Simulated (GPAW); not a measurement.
# Mo L₃-edge XANES of Si2Mo (I4/mmm), part 4 of 4

Aim: the dependence of the Mo L₃ near-edge features of Si2Mo (I4/mmm) on volume.

GPAW 26.7.0; X-ray absorption from dipole matrix elements to empty bands, plane-wave PAW LDA.

So far. Step 10 (Spectrum with XCH, Mo atom 1): Against the first run the r.m.s. difference is 3 %. The highest intensity below 24 eV stays at 1.4 eV.

The database entry behind the starting cell is an old determination (1927), so it need not match the best structure at ambient conditions.

**12. Spectrum with XCH, Mo atom 1**

Shorter bonds are expected to push antibonding states and scattering resonances up, and longer ones down; the cell is scaled to test that.

Changed against the first core-hole run: volume scale from 1 to 1.06.

File xas.py:

```python
import numpy as np
from ase import Atoms
from ase.parallel import parprint, paropen
from gpaw import GPAW, PW, FermiDirac, Mixer, MixerDif, setup_paths
from gpaw.test import gen
setup_paths.insert(0, '.')
gen('Mo', name='fch2p', xcname='LDA', corehole=(2, 1, 1), write_xml=True)
from gpaw.mpi import world
world.barrier()

atoms = Atoms('Mo5Si10',
    cell=[[1.63138052, 4.89414155, -4.0075882],
     [4.89414155, -1.63138052, -4.0075882],
     [-1.63138052, -4.89414155, -4.0075882]],
    scaled_positions=[[0, 0, 0],
     [0.2, 0.4, 0.4],
     [0.6, 0.2, 0.2],
     [0.4, 0.8, 0.8],
     [0.8, 0.6, 0.6],
     [0.333, 0, 0.333],
     [0.533, 0.4, 0.733],
     [0.933, 0.2, 0.533],
     [0.733, 0.8, 0.133],
     [0.133, 0.6, 0.933],
     [0.667, 0, 0.667],
     [0.867, 0.4, 0.067],
     [0.267, 0.2, 0.867],
     [0.067, 0.8, 0.467],
     [0.467, 0.6, 0.267]],
    pbc=True)
atoms.calc = calc = GPAW(legacy_gpaw=True, mode=PW(430, force_complex_dtype=True), xc='LDA', setups={0: 'fch2p'},
    kpts={'size': (5, 5, 5), 'gamma': True}, occupations=FermiDirac(0.1),
    charge=-1, mixer=Mixer(0.1, 5, 50), maxiter=150,
    convergence={'density': 0.0001, 'eigenstates': 1e-6}, txt='scf.txt')
energy = atoms.get_potential_energy() + calc.get_reference_energy()
ef = calc.get_fermi_level()
out = dict(energy=energy, fermi=ef, forces=atoms.get_forces().tolist())
parprint(f'all-electron energy {energy:.4f} eV, Fermi level {ef:.4f} eV')
ev = np.array([[calc.get_eigenvalues(k, s) for k in range(len(calc.get_ibz_k_points()))] for s in range(calc.get_number_of_spins())])
out['homo'], out['lumo'], out['counts'] = ev[ev < ef].max(), ev[ev > ef].min(), sorted(set((ev < ef).sum((0, 2)).tolist()))
out['filled'] = (ev[:, 0] < ef).sum(1).tolist()

from ase.units import Ha
from gpaw.xas import dipole_matrix_elements
nb = int(calc.get_number_of_electrons() / 2) + 155
top, nb = nb, nb + 8 + nb // 12
nscf = calc.fixed_density(kpts={'size': (7, 7, 7), 'gamma': True}, nbands=nb,
    convergence={'bands': top, 'eigenstates': 5e-3}, maxiter=60, txt='nscf.txt')
cell = atoms.cell.array
ops = [cell.T @ U.T @ np.linalg.inv(cell.T) for U in nscf.wfs.kd.symmetry.op_scc]
E = np.arange(-6, 34, 0.1)
fwhm = np.interp(E, [4, 25], [1.78, 3.5])
Y, X, zero, highest = 0, 0, 1e9, 1e9
for spin in range(nscf.get_number_of_spins()):
    wfs = nscf.wfs
    mine = wfs.bd.get_slice()  # this rank's bands
    A = dipole_matrix_elements(wfs.setups[0])
    eps = np.zeros((wfs.kd.nibzkpts, nb))
    d = np.zeros((3, A.shape[1], wfs.kd.nibzkpts, nb), complex)
    for kpt in wfs.kpt_u:
        if kpt.s == spin and 0 in kpt.P_ani:
            eps[kpt.k, mine] = kpt.eps_n * Ha
            d[:, :, kpt.k, mine] = (kpt.weight * wfs.nspins / 2) ** 0.5 * np.inner(A, kpt.P_ani[0])
    world.sum(eps)
    world.sum(d)
    T = np.einsum('amkn,bmkn->abkn', d, d.conj()).real
    T = sum(np.einsum('ai,ijkn,bj->abkn', R, T, R) for R in ops) / len(ops)
    empty = eps > ef
    zero, highest = min(zero, eps[empty].min()), min(highest, eps[:, top - 1].min())
    lines = [(eps, T, empty)] if spin == 0 else lines + [(eps, T, empty)]
for eps, T, empty in lines:
    f = np.einsum('aakn->akn', T).reshape(3, -1)
    x = eps.ravel() - zero
    w = np.interp(x, E, fwhm) / 2.35482
    g = np.exp(-0.5 * ((E[:, None] - x) / w) ** 2) / (w * (2 * np.pi) ** 0.5)
    Y = Y + (f * empty.ravel()) @ g.T
    X = X + (f * ~empty.ravel()) @ g.T
out.update(E=E.round(2).tolist(), xas=Y.tolist(), xes=X.tolist(), zero=zero, valid=highest - zero, nk=len(eps), nb=nb)
for i in range(0, len(E), 10):
    parprint(f'{E[i]:7.2f}', *(f'{v:10.3e}' for v in Y[:, i]))
import json
with paropen('out.json', 'w') as f:
    json.dump(out, f)
```

Launch:

```console
OMP_NUM_THREADS=1 mpirun -n 4 gpaw python xas.py
```

Numbers of over 12 decimals in the logs are rounded to 6 here.

What it wrote:

```text
Input parameters:
  charge: -1
  convergence: {density: 0.0001,
                eigenstates: 1e-06}
  kpts: {gamma: True,
         size: (5, 5, 5)}
  maxiter: 150
  mixer: {backend: pulay,
          beta: 0.1,
          method: separate,
          nmaxold: 5,
          weight: 50}
  mode: {ecut: 430.0,
         force_complex_dtype: True,
         name: pw}
  occupations: {fixmagmom: False,
[...]
*d    :     0.464782
--------------------------------

Diagonalizing with gridspacing h=0.050

state   all-electron     PAW
-------------------------------
4s:      -2.902441    -2.903099
4p:      -1.920775    -1.922004
4d:      -0.535218    -0.537058
*f:                   -0.026104
-------------------------------
all-electron energy -626270.4984 eV, Fermi level 11.1447 eV
[...]
32.00  7.576e-06  7.576e-06  9.229e-06
  33.00  7.691e-06  7.691e-06  8.704e-06
[key lines of the parts left out:]
Converged after 17 iterations.
Dipole moment: (-0.000000, -0.000000, -0.000000) |e|*Ang
Free energy:   -138.289951
Fermi level: 11.14474
```

Wall time 3 min (4 MPI ranks of Intel Xeon at 2.60GHz (Ice Lake), shared host); peak memory 0.7 GiB.

| E (eV) | first run | this run |
| --- | --- | --- |
| -2.0 | 0.01 | 0.01 |
| -1.0 | 0.22 | 0.24 |
| 0.0 | 1.35 | 1.50 |
| 1.0 | 2.81 | 3.05 |
| 2.0 | 2.68 | 2.71 |
| 3.0 | 2.08 | 2.10 |
| 4.0 | 1.64 | 1.61 |
| 5.0 | 1.24 | 1.19 |
| 6.0 | 1.00 | 0.94 |
| 7.0 | 0.82 | 0.77 |
| 8.0 | 0.72 | 0.68 |
| 9.0 | 0.66 | 0.60 |
| 10.0 | 0.60 | 0.54 |
| 11.0 | 0.56 | 0.53 |
| 12.0 | 0.57 | 0.57 |
| 13.0 | 0.59 | 0.57 |
| 14.0 | 0.52 | 0.49 |
| 15.0 | 0.44 | 0.45 |
| 16.0 | 0.44 | 0.47 |
| 17.0 | 0.48 | 0.51 |
| 18.0 | 0.52 | 0.53 |
| 19.0 | 0.54 | 0.54 |
| 20.0 | 0.53 | 0.50 |
| 21.0 | 0.47 | 0.44 |
| 22.0 | 0.41 | 0.40 |
| 23.0 | 0.38 | 0.38 |
| 24.0 | 0.36 | 0.36 |
| 25.0 | 0.35 | 0.35 |
| 26.0 | 0.34 | 0.37 |
| 27.0 | 0.36 | 0.40 |
| 28.0 | 0.39 | 0.45 |
| 29.0 | 0.44 | 0.51 |
| 30.0 | 0.49 | 0.56 |
| 31.0 | 0.53 | 0.58 |

The scaled spectrum changes by 6 % r.m.s. The highest intensity below 24 eV goes from 1.4 eV (2.96) to 1.2 eV (3.13).

The photon energy of the zero moves by +0.08 eV.

**13. The volumes side by side**

| volume | nearest distance (Å) | shift of the zero (eV) | maximum 1 (eV above own zero) | maximum 2 (eV above own zero) |
| --- | --- | --- | --- | --- |
| 0.94 | 2.563 | -0.11 | 1.6 | 20.0 |
| 0.97 | 2.590 | -0.05 | 1.4 | 19.6 |
| 1 | 2.616 | +0.00 | 1.4 | 19.2 |
| 1.03 | 2.642 | +0.04 | 1.4 | 18.8 |
| 1.06 | 2.667 | +0.08 | 1.2 | 18.6 |

The curves, each shifted by its zero's change so that they share one photon-energy axis, counted from the zero at V × 1:

| E (eV) | V × 0.94 | V × 0.97 | V × 1 | V × 1.03 | V × 1.06 |
| --- | --- | --- | --- | --- | --- |
| -2.0 | 0.01 | 0.01 | 0.01 | 0.01 | 0.01 |
| -1.0 | 0.25 | 0.24 | 0.22 | 0.20 | 0.20 |
| 0.0 | 1.34 | 1.35 | 1.35 | 1.33 | 1.36 |
| 1.0 | 2.63 | 2.72 | 2.81 | 2.88 | 2.97 |
| 2.0 | 2.56 | 2.63 | 2.68 | 2.73 | 2.78 |
| 3.0 | 2.02 | 2.05 | 2.08 | 2.11 | 2.14 |
| 4.0 | 1.60 | 1.63 | 1.64 | 1.65 | 1.66 |
| 5.0 | 1.24 | 1.24 | 1.24 | 1.23 | 1.21 |
| 6.0 | 1.05 | 1.03 | 1.00 | 0.98 | 0.96 |
| 7.0 | 0.87 | 0.85 | 0.82 | 0.80 | 0.78 |
| 8.0 | 0.75 | 0.73 | 0.72 | 0.70 | 0.68 |
| 9.0 | 0.71 | 0.69 | 0.66 | 0.63 | 0.60 |
| 10.0 | 0.67 | 0.64 | 0.60 | 0.57 | 0.54 |
| 11.0 | 0.62 | 0.59 | 0.56 | 0.54 | 0.53 |
| 12.0 | 0.60 | 0.58 | 0.57 | 0.57 | 0.57 |
| 13.0 | 0.61 | 0.60 | 0.59 | 0.58 | 0.57 |
| 14.0 | 0.56 | 0.54 | 0.52 | 0.51 | 0.50 |
| 15.0 | 0.45 | 0.44 | 0.44 | 0.44 | 0.45 |
| 16.0 | 0.41 | 0.42 | 0.44 | 0.45 | 0.47 |
| 17.0 | 0.44 | 0.46 | 0.48 | 0.49 | 0.50 |
| 18.0 | 0.49 | 0.50 | 0.52 | 0.53 | 0.53 |
| 19.0 | 0.53 | 0.54 | 0.54 | 0.54 | 0.54 |
| 20.0 | 0.55 | 0.54 | 0.53 | 0.51 | 0.50 |
| 21.0 | 0.51 | 0.49 | 0.47 | 0.46 | 0.45 |
| 22.0 | 0.44 | 0.42 | 0.41 | 0.41 | 0.41 |
| 23.0 | 0.38 | 0.38 | 0.38 | 0.38 | 0.38 |
| 24.0 | 0.35 | 0.35 | 0.36 | 0.36 | 0.36 |
| 25.0 | 0.34 | 0.34 | 0.35 | 0.35 | 0.35 |
| 26.0 | 0.34 | 0.34 | 0.34 | 0.35 | 0.36 |
| 27.0 | 0.34 | 0.35 | 0.36 | 0.38 | 0.40 |
| 28.0 | 0.35 | 0.37 | 0.39 | 0.42 | 0.45 |
| 29.0 | 0.38 | 0.41 | 0.44 | 0.47 | 0.51 |
| 30.0 | 0.42 | 0.45 | 0.49 | 0.52 | 0.56 |
| 31.0 | 0.46 | 0.49 | 0.53 | 0.55 | 0.58 |

**14. Summary of results**

| Property | Result |
| --- | --- |
| absorber and edge | Mo L₃, atom 1 of the ground-state input (counted from 1) |
| surroundings | 10 Si at 2.62 Å and 4 Mo at 3.20 Å (14-fold, site symmetry 4/mmm) |
| highest intensity below 24 eV | 1.4 eV above the zero, height 2.96 |

From V × 0.94 to V × 1.06 the nearest distance grows by 0.105 Å and the zero moves by +0.19 eV. Above their own zero, the maxima move from 1.6 to 1.2 eV and from 20.0 to 18.6 eV. The one highest in energy moves most, in the direction that the rule ΔE·R² ≈ constant for scattering resonances gives. The Mo L₃ edge of atom 1, with 10 Si at 2.62 Å and 4 Mo at 3.20 Å (14-fold, site symmetry 4/mmm), has its highest intensity of the first 24 eV at 1.4 eV above the zero, 3.0 times the mean level of the first 20 eV (Gaussian full width 1.78 eV up to 4 eV, rising linearly to 3.5 eV at 25 eV). At the Mo L₃ edge of atom 1 polarisation matters most near 0.4 eV, where the curves differ by 0.4 on this scale. Only the L₃ part is meant: spin–orbit coupling of the core level isn't computed and the L₂ copy isn't added. The script folds with a Gaussian, whereas the core hole's own line is a Lorentzian, so the onset is too steep and the first peak too high. The holes are only 6.4 Å apart, so the shape is probably not converged with cell size; no larger cell was run here. The structure is a published determination, not relaxed.

[Banner, clock and machine lines of the logs are left out without a mark of their own.]

[Logs are printed without paths, hosts, clocks, repeated set-up lines and the standing remarks that a program may print on its own settings, such as how far it seeks lower states.]

[Hosts, paths, dates, database ids (printed as entryN), source tags and the programs' standing remarks are cut or masked in the printed files.]

[Lists of maxima count a maximum above −3 eV only where it reaches 4 % of the highest in the window and stands out from its surroundings by 2 % of it (1.5 % where it reaches 55 %); shoulders and weaker maxima are passed over, and of the rest the first, up to two pre-edge ones and the few strongest are named.]
